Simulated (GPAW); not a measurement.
**STM contrast on 1T-PbSeTe monolayer**

Aim: Tersoff-Hamann images of 1T-PbSeTe monolayer at several biases.

Main program and level: GPAW 26.7.0; GPAW, PAW setups; layer in a repeated cell with vacuum, relaxation of atoms and in-plane cell, in the first sound run; inputs show where later runs differ.

Most raw output is cut from this account.

## (1) Set-up

The cell holds 3 atoms: 1 Te, 1 Pb and 1 Se. Its edges and angles: a = 3.750 Å, b = 3.750 Å, c = 20.953 Å, α = 90.0°, β = 90.0°, γ = 120.0°. Vacuum lies along c.

Coordinates:

```
Te Pb Se
1.0
     3.74994    0.00000    0.00000
    -1.87497    3.24755    0.00000
     0.00000    0.00000   20.95330
Te Pb Se
1 1 1
Direct
  0.66667 0.33333 0.42953
  0.00000 0.00000 0.50763
  0.33333 0.66667 0.57047
```

## (2) Relaxing the atoms

Forces are removed first; all later runs use this geometry.

Input file run.py:

```python
import json
import numpy as np
from ase import Atoms
from ase.filters import FrechetCellFilter
from ase.optimize import BFGS
from gpaw import GPAW, PW

slab = Atoms(
    ['Te', 'Pb', 'Se'],
    positions=[
        [1.87497, 1.08252, 9.00000],
        [0.00000, 0.00000, 10.63659],
        [-0.00000, 2.16503, 11.95333]],
    cell=[[3.74994, 0.0, 0.0], [-1.87497, 3.24755, 0.0], [0.0, 0.0, 20.9533]],
    pbc=[True, True, True])

slab.calc = GPAW(mode=PW(600), xc='PBE', kpts={'size': (9, 9, 1), 'gamma': True},
                 occupations={'name': 'fermi-dirac', 'width': 0.05}, nbands='200%',
                 convergence={'density': 1e-05}, maxiter=200,
                 symmetry={'tolerance': 1e-3}, txt='slab.txt')
result = {}
# The in-plane cell is free; stress needs a cell that repeats along all three vectors
path = []
opt = BFGS(FrechetCellFilter(slab, mask=[1, 1, 0, 0, 0, 1]), maxstep=0.2)
opt.attach(lambda: path.append((slab.get_potential_energy(), slab.positions.tolist(), slab.get_forces().tolist())))
result['relaxed'] = bool(opt.run(fmax=0.02, steps=45))
result['path'] = path
result['cell'] = slab.cell.tolist()
print('in-plane lattice', slab.cell.cellpar().round(4)[[0, 1, 5]])
energy = slab.get_potential_energy()
fermi = slab.calc.get_fermi_level()
v = slab.calc.get_electrostatic_potential().mean((0, 1)) - fermi
n = slab.calc.get_pseudo_density().mean((0, 1))
L = slab.cell[2, 2]
z = np.arange(len(v)) * L / len(v)
low, high = slab.positions[:, 2].min(), slab.positions[:, 2].max()
below, above = np.interp([low - 6.8, high + 6.8], z, v)
slopes = [np.interp(x, z, np.gradient(v, z)) for x in (low - 6.8, high + 6.8)]
eps = np.array([[slab.calc.get_eigenvalues(k, s) for k in range(len(slab.calc.get_ibz_k_points()))]
                for s in range(slab.calc.get_number_of_spins())]) - fermi
top, bottom = eps[eps < 0].max(), eps[eps > 0].min()
dipole = slab.get_dipole_moment()[2]
print(f'energy {energy:.4f} eV, Fermi level {fermi:.4f} eV, dipole {dipole:.5f} e A')
print(f'potential 6.8 A off the faces, from the Fermi level: lower {below:.4f} eV, upper {above:.4f} eV')
print(f'slope of the potential there: lower {slopes[0]:.5f}, upper {slopes[1]:.5f} eV/A')
print(f'nearest levels on the mesh: {top:.4f} and {bottom:.4f} eV')
print('magnetic moment', round(slab.get_magnetic_moment(), 3))
result.update(energy=energy, fermi=fermi, dipole=dipole, below=below, above=above, slopes=slopes, edges=[top, bottom],
              z=z.tolist(), v=v.tolist(), n=n.tolist(), positions=slab.positions.tolist(),
              forces=slab.get_forces(apply_constraint=False).tolist(), moments=slab.get_magnetic_moments().tolist())
json.dump(result, open('result.json', 'w'))
```

Run with:

```console
OMP_NUM_THREADS=1 OPENBLAS_NUM_THREADS=1 python run.py
```

Run time: 7.4 min. Hardware: 1 thread of INTEL XEON PLATINUM 8581C at 2.10GHz (Emerald Rapids), shared host; peak memory 0.46 GiB.

This step gave:

| Property | Result |
| --- | --- |
| dipole along the normal | -0.03772 e·Å |
| levels nearest the Fermi level on the mesh | -0.02803, 0.05387 eV from the Fermi level |

Table of electrostatic potential energy of an electron (without an applied field's), less the Fermi level, planar mean by z:

```csv
z (Å),"electrostatic potential energy of an electron (without an applied field's), less the Fermi level, planar mean (eV)"
0,5.44
1,5.42
2,5.40
3,5.37
4,5.35
5,5.33
6,5.27
7,4.69
8,-3.31
9,-8.42
10,-3.55
11,-11.1
12,-7.93
13,0.903
14,5.35
15,5.57
16,5.56
17,5.53
18,5.51
19,5.49
20,5.46
```

The pseudo valence density, planar mean oscillates, so the rows of the table below give means over windows of 1 Å about each position, cut where the curve ends. Its maxima inside the range that stand out by 2 % of the span (Å: e/Å³): 8.0: 0.229, 9.1: 0.255, 10.7: 0.912, 12.7: 0.261. Its minima: 8.6: 0.0806, 9.6: 0.215, 12.4: 0.162.

Pseudo valence density, planar mean against z; means over each step:

```csv
z (Å),"pseudo valence density, planar mean (e/Å³)"
4,7.9e-6
5,1.3e-4
6,0.00220
7,0.0336
8,0.170
9,0.192
10,0.375
11,0.621
12,0.262
13,0.170
14,0.0180
15,9.1e-4
16,5.0e-5
```

The relaxation lowered the energy of the cell by 2.38 eV (energies extrapolated to zero smearing; the optimiser's log prints free energies). The largest force left on a free atom is 0.013 eV/Å.

## (3) Plane waves, PBE

The work function is the vacuum plateau of the electrostatic potential less the Fermi level; a dipole layer lets the two faces have plateaus of their own.

This step: GPAW, PAW setups; slab in vacuum (GPAW 26.7.0).

The cell differs from the one that the last finished run ended in (c 20.953 → 21.712 Å).

Input file run.py:

```python
import json
import numpy as np
from ase import Atoms
from ase.dft.stm import STM
from gpaw import GPAW, PW

slab = Atoms(
    ['Te', 'Pb', 'Se'],
    positions=[
        [2.01710, 1.16458, 9.00000],
        [0.00000, -0.00000, 11.07705],
        [-0.00000, 2.32915, 12.71216]],
    cell=[[4.0342, 0.0, 0.0], [-2.0171, 3.49373, 0.0], [0.0, 0.0, 21.7122]],
    pbc=[True, True, False])

slab.calc = GPAW(mode=PW(400), xc='PBE', kpts={'size': (9, 9, 1), 'gamma': True},
                 occupations={'name': 'fermi-dirac', 'width': 0.05}, nbands='200%',
                 convergence={'density': 1e-05}, maxiter=200,
                 poissonsolver={'dipolelayer': 'xy'},
                 symmetry={'tolerance': 1e-3}, txt='slab.txt')
result = {}
energy = slab.get_potential_energy()
fermi = slab.calc.get_fermi_level()
v = slab.calc.get_electrostatic_potential().mean((0, 1)) - fermi
n = slab.calc.get_pseudo_density().mean((0, 1))
L = slab.cell[2, 2]
z = np.arange(len(v)) * L / len(v)
low, high = slab.positions[:, 2].min(), slab.positions[:, 2].max()
below, above = np.interp([low - 6.8, high + 6.8], z, v)
slopes = [np.interp(x, z, np.gradient(v, z)) for x in (low - 6.8, high + 6.8)]
eps = np.array([[slab.calc.get_eigenvalues(k, s) for k in range(len(slab.calc.get_ibz_k_points()))]
                for s in range(slab.calc.get_number_of_spins())]) - fermi
top, bottom = eps[eps < 0].max(), eps[eps > 0].min()
dipole = slab.get_dipole_moment()[2]
print(f'energy {energy:.4f} eV, Fermi level {fermi:.4f} eV, dipole {dipole:.5f} e A')
print(f'potential 6.8 A off the faces, from the Fermi level: lower {below:.4f} eV, upper {above:.4f} eV')
print(f'slope of the potential there: lower {slopes[0]:.5f}, upper {slopes[1]:.5f} eV/A')
print(f'nearest levels on the mesh: {top:.4f} and {bottom:.4f} eV')
print('magnetic moment', round(slab.get_magnetic_moment(), 3))
result.update(energy=energy, fermi=fermi, dipole=dipole, below=below, above=above, slopes=slopes, edges=[top, bottom],
              z=z.tolist(), v=v.tolist(), n=n.tolist(), positions=slab.positions.tolist(),
              forces=slab.get_forces(apply_constraint=False).tolist(), moments=slab.get_magnetic_moments().tolist())

# Images need the states of the whole zone, up to time reversal
slab.calc = slab.calc.fixed_density(symmetry={'point_group': False}, txt='states.txt', nbands='320%',
                                    convergence={'bands': 'CBM+2.3'})
stm = STM(slab)
result['stm'] = []
for bias in [-1.5, 2.0]:
    height = high + 3.0
    current = stm.get_averaged_current(bias, height)
    x, y, h = stm.scan(bias, current)
    i, f = divmod(height / L * stm.ldos.shape[2], 1)
    I = abs((1 - f) * stm.ldos[:, :, int(i)] + f * stm.ldos[:, :, int(i) + 1])
    print(f'bias {bias} V: mean current at 3.0 A {current:.4e}, corrugation {np.ptp(h):.4f} A')
    result['stm'].append(dict(bias=bias, current=current, h=(h - high).tolist(), I=I.tolist()))
json.dump(result, open('result.json', 'w'))
```

It took 73 s on 1 thread; peak memory 0.49 GiB.

This step gave:

```yaml
dipole_along_the_normal: -0.02704 e·Å
levels_nearest_the_fermi_level_on_the_mesh: -0.02793, 0.05323 eV from the Fermi level
upper_work_function: 5.620 eV
lower_work_function: 5.276 eV
corrugation_minus_1p5: 0.5009 Å
corrugation_2: 0.4878 Å
```

Table of electrostatic potential energy of an electron (without an applied field's), less the Fermi level, planar mean by z:

```csv
z (Å),"electrostatic potential energy of an electron (without an applied field's), less the Fermi level, planar mean (eV)"
0,5.45
1,5.28
2,5.28
3,5.28
4,5.28
5,5.28
6,5.26
7,5.08
8,2.16
9,-14.5
10,-0.748
11,-14.9
12,-3.08
13,-7.20
14,4.79
15,5.58
16,5.62
17,5.62
18,5.62
19,5.62
20,5.62
21,5.62
```

The pseudo valence density, planar mean oscillates, so the rows of the table below give means over windows of 1 Å about each position, cut where the curve ends. Its maxima inside the range that stand out by 2 % of the span (Å: e/Å³): 8.5: 0.232, 9.5: 0.259, 11.2: 0.887, 13.0: 0.257. Its minima: 8.9: 0.0958, 9.9: 0.219, 12.8: 0.171.

Pseudo valence density, planar mean against z; means over each step:

z (Å), pseudo valence density, planar mean (e/Å³) and a bar:
```
        5      0.000 
        6      0.001 
        7      0.012 #
        8      0.125 ######
        9      0.163 #######
       10      0.253 ###########
       11      0.678 ##############################
       12      0.345 ###############
       13      0.210 #########
       14      0.055 ##
       15      0.003 
       16      0.000 
       17      0.000
```

Tip height over the top atom over a1 and a2. Sample bias -1.5 V, constant current at the mean current 3.0 Å over the top atom.

Values in Å, 12 rows by 16 columns, each cell a mean:
```
2.78 2.83 2.90 2.96 3.03 3.08 3.11 3.13 3.13 3.10 3.06 3.01 2.94 2.87 2.81 2.77
2.85 2.92 2.99 3.06 3.13 3.16 3.18 3.18 3.17 3.14 3.09 3.02 2.94 2.87 2.81 2.80
2.93 3.00 3.08 3.14 3.19 3.21 3.22 3.21 3.19 3.15 3.09 3.01 2.93 2.86 2.83 2.85
3.00 3.08 3.15 3.19 3.23 3.24 3.24 3.22 3.18 3.13 3.05 2.97 2.89 2.85 2.86 2.91
3.04 3.12 3.17 3.20 3.23 3.23 3.22 3.19 3.14 3.07 2.99 2.92 2.85 2.84 2.88 2.95
3.06 3.13 3.17 3.19 3.20 3.20 3.17 3.14 3.06 2.99 2.91 2.84 2.80 2.83 2.90 2.97
3.05 3.10 3.14 3.15 3.15 3.13 3.09 3.03 2.95 2.88 2.81 2.77 2.78 2.83 2.91 2.97
3.01 3.05 3.07 3.07 3.06 3.02 2.98 2.93 2.85 2.79 2.76 2.75 2.77 2.83 2.90 2.96
2.95 2.97 2.98 2.97 2.95 2.92 2.89 2.84 2.79 2.77 2.76 2.76 2.79 2.83 2.88 2.92
2.87 2.87 2.87 2.87 2.86 2.85 2.84 2.83 2.83 2.83 2.83 2.83 2.83 2.83 2.84 2.86
2.79 2.79 2.80 2.82 2.85 2.87 2.90 2.92 2.93 2.93 2.92 2.91 2.88 2.85 2.82 2.80
2.76 2.77 2.80 2.86 2.92 2.96 2.99 3.02 3.03 3.02 3.00 2.97 2.92 2.86 2.81 2.77
```
Columns: a1 from 0 to 0.95; rows upwards: a2 from 0 to 0.95.

Local density of states summed over the bias window over a1 and a2. Sample bias -1.5 V, constant height 3.0 Å over the top atom.

Ten even steps from '0' (0.37 × 1e-4 arbitrary) to '9' (1.49 × 1e-4 arbitrary):
```
00012234455443221000
00123445666544321000
01234567777654321000
12345678887654321000
12456789987654211001
23467899987643210001
24578999987542110011
34678999876432100012
35678888765321000012
35677777653210000012
34566665432110000112
34455544321100000112
23444432210000000012
22333221100000000011
12222111000000000011
11111100000000000001
00000000000110000000
00000001111111110000
00000111222222111000
00001122333332211000
```
Columns: a1 from 0 to 0.95; rows upwards: a2 from 0 to 0.95.

Tip height over the top atom over a1 and a2. Sample bias 2 V, constant current at the mean current 3.0 Å over the top atom.

Values in Å, 12 rows by 16 columns, each cell a mean:
```
2.78 2.83 2.90 2.96 3.03 3.08 3.11 3.13 3.13 3.10 3.07 3.01 2.94 2.87 2.80 2.77
2.85 2.92 2.99 3.06 3.13 3.16 3.18 3.18 3.17 3.14 3.09 3.02 2.94 2.87 2.81 2.80
2.93 3.00 3.08 3.14 3.18 3.21 3.22 3.21 3.18 3.15 3.09 3.01 2.93 2.86 2.83 2.85
3.00 3.08 3.14 3.19 3.22 3.23 3.23 3.21 3.18 3.13 3.05 2.98 2.89 2.85 2.86 2.92
3.05 3.12 3.17 3.20 3.22 3.23 3.21 3.19 3.14 3.07 3.00 2.92 2.85 2.84 2.89 2.96
3.07 3.13 3.17 3.19 3.20 3.19 3.17 3.14 3.07 2.99 2.92 2.85 2.81 2.84 2.91 2.98
3.06 3.10 3.13 3.15 3.14 3.13 3.09 3.04 2.96 2.89 2.82 2.78 2.78 2.84 2.91 2.98
3.01 3.05 3.07 3.07 3.06 3.03 2.99 2.94 2.86 2.80 2.76 2.75 2.78 2.84 2.91 2.96
2.96 2.97 2.98 2.97 2.96 2.93 2.89 2.85 2.80 2.77 2.76 2.77 2.80 2.84 2.88 2.92
2.87 2.87 2.87 2.87 2.86 2.85 2.84 2.84 2.84 2.84 2.84 2.84 2.84 2.84 2.85 2.86
2.79 2.79 2.80 2.81 2.85 2.88 2.90 2.92 2.94 2.94 2.93 2.91 2.88 2.85 2.82 2.80
2.75 2.77 2.80 2.86 2.92 2.96 3.00 3.02 3.03 3.02 3.00 2.97 2.92 2.86 2.81 2.77
```
Columns: a1 from 0 to 0.95; rows upwards: a2 from 0 to 0.95.

Local density of states summed over the bias window over a1 and a2. Sample bias 2 V, constant height 3.0 Å over the top atom.

Ten even steps from '0' (2.31 × 1e-5 arbitrary) to '9' (7.58 × 1e-5 arbitrary):
```
00012334555543321000
00123455666554321000
01234567777654321000
12345678887654321000
13456899998654311001
23567999997653211011
34578999987543210012
35678999876532110112
45678998765421100112
45677877654321000123
45566665543210000123
34555554322100000122
33444433211000000112
23333322110000000112
12222111100000000111
11111110000000000011
00000000111111110000
00000011112221111000
00000112223322211000
00001123344433211000
```
Columns: a1 from 0 to 0.95; rows upwards: a2 from 0 to 0.95.

The potential is flat to 3.9e-5 eV/Å where it is read, so the vacuum is wide enough.

## (4) A changed run

One more run, with changed settings.

Changes to run.py since step 3:

```diff
@@ -3,3 +3,2 @@
 from ase import Atoms
-from ase.dft.stm import STM
 from gpaw import GPAW, PW
@@ -17,3 +16,3 @@
                  occupations={'name': 'fermi-dirac', 'width': 0.05}, nbands='200%',
-                 convergence={'density': 1e-05}, maxiter=200,
+                 convergence={'density': 1e-05}, maxiter=6,
                  poissonsolver={'dipolelayer': 'xy'},
@@ -42,16 +41,2 @@
               forces=slab.get_forces(apply_constraint=False).tolist(), moments=slab.get_magnetic_moments().tolist())
-
-# Images need the states of the whole zone, up to time reversal
-slab.calc = slab.calc.fixed_density(symmetry={'point_group': False}, txt='states.txt', nbands='320%',
-                                    convergence={'bands': 'CBM+2.3'})
-stm = STM(slab)
-result['stm'] = []
-for bias in [-1.5, 2.0]:
-    height = high + 3.0
-    current = stm.get_averaged_current(bias, height)
-    x, y, h = stm.scan(bias, current)
-    i, f = divmod(height / L * stm.ldos.shape[2], 1)
-    I = abs((1 - f) * stm.ldos[:, :, int(i)] + f * stm.ldos[:, :, int(i) + 1])
-    print(f'bias {bias} V: mean current at 3.0 A {current:.4e}, corrugation {np.ptp(h):.4f} A')
-    result['stm'].append(dict(bias=bias, current=current, h=(h - high).tolist(), I=I.tolist()))
 json.dump(result, open('result.json', 'w'))
```

Run time: 11 s. Hardware: 1 thread; peak memory 0.23 GiB.

The run stopped without converging, so none of its numbers is a property of the system.

The fault put into the input: too few SCF iterations (maxiter = 6).

## (5) Summary of results

```yaml
work_function_upper_and_lower_face: 5.620 and 5.276 eV
dipole_along_the_normal: -0.0270 e Å
corrugation_at_minus_1p5_v: 0.501 Å
corrugation_at_2_v: 0.488 Å
```

**Reading.** The tip height varies by 0.49 to 0.50 Å over the cell, much the same at every bias tried. Negative sample bias images filled states, positive bias empty ones. The two faces differ by 0.34 eV, the step that the slab's dipole makes (e p/(ε0 A) gives 0.35 eV), so the dipole layer is needed. The images are of Tersoff-Hamann type: an s-wave tip, no tip-sample forces, heights closer than in a microscope. The starting lattice was a guess from atomic radii; the relaxation moved it by 8 %. The relaxation of atoms and cell ran in a fully periodic cell without the dipole layer, so the atoms of this polar layer felt a small spurious field. The layer's cell and atoms come from the relaxation; spin-orbit coupling and temperature are left out.

[Logs are printed without paths, hosts, clocks, repeated set-up lines and the standing remarks that a program may print on its own settings, such as how far it seeks lower states.]

[Hosts, paths, dates, database ids (printed as entryN), source tags and the programs' standing remarks are cut or masked in the printed files.]
